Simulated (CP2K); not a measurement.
The O K edge of vinylene carbonate was computed by TDDFT (CP2K XAS_TDP, aug-cc-pVDZ, TDA) at these levels: PBEh(45%), PBEh(45%) + GW2X and PBEh(60%). The first three lines of O1 (bonded to C) with a strength over 0.0015, energy in eV and strength:

```csv
run,first,second,third
1,533.36 (0.038),536.63 (0.002),538.39 (0.006)
2,528.28 (0.038),531.55 (0.002),533.31 (0.006)
3,534.03 (0.043),538.29 (0.005),539.62 (0.002)
```

Which run is which?

Run 1: PBEh(45%) + GW2X (45 % exact exchange). Run 2: PBEh(45%) (45 % exact exchange). Run 3: PBEh(60%) (60 % exact exchange). Self-interaction lifts the core level, so the uncorrected lines rise with the share of exact exchange. The GW2X run keeps the spacings of its parent: 3.27 eV between the first two lines in run 1, 3.27 eV in run 2. Its shift is +5.08 eV, since the Kohn–Sham level at this share of exchange lies that far above the quasiparticle level.

[Banner, clock and machine lines of the logs are left out without a mark of their own.]

[Logs are printed without paths, hosts, clocks, repeated set-up lines and the standing remarks that a program may print on its own settings, such as how far it seeks lower states.]

[Hosts, paths, dates, database ids (printed as entryN), source tags and the programs' standing remarks are cut or masked in the printed files.]
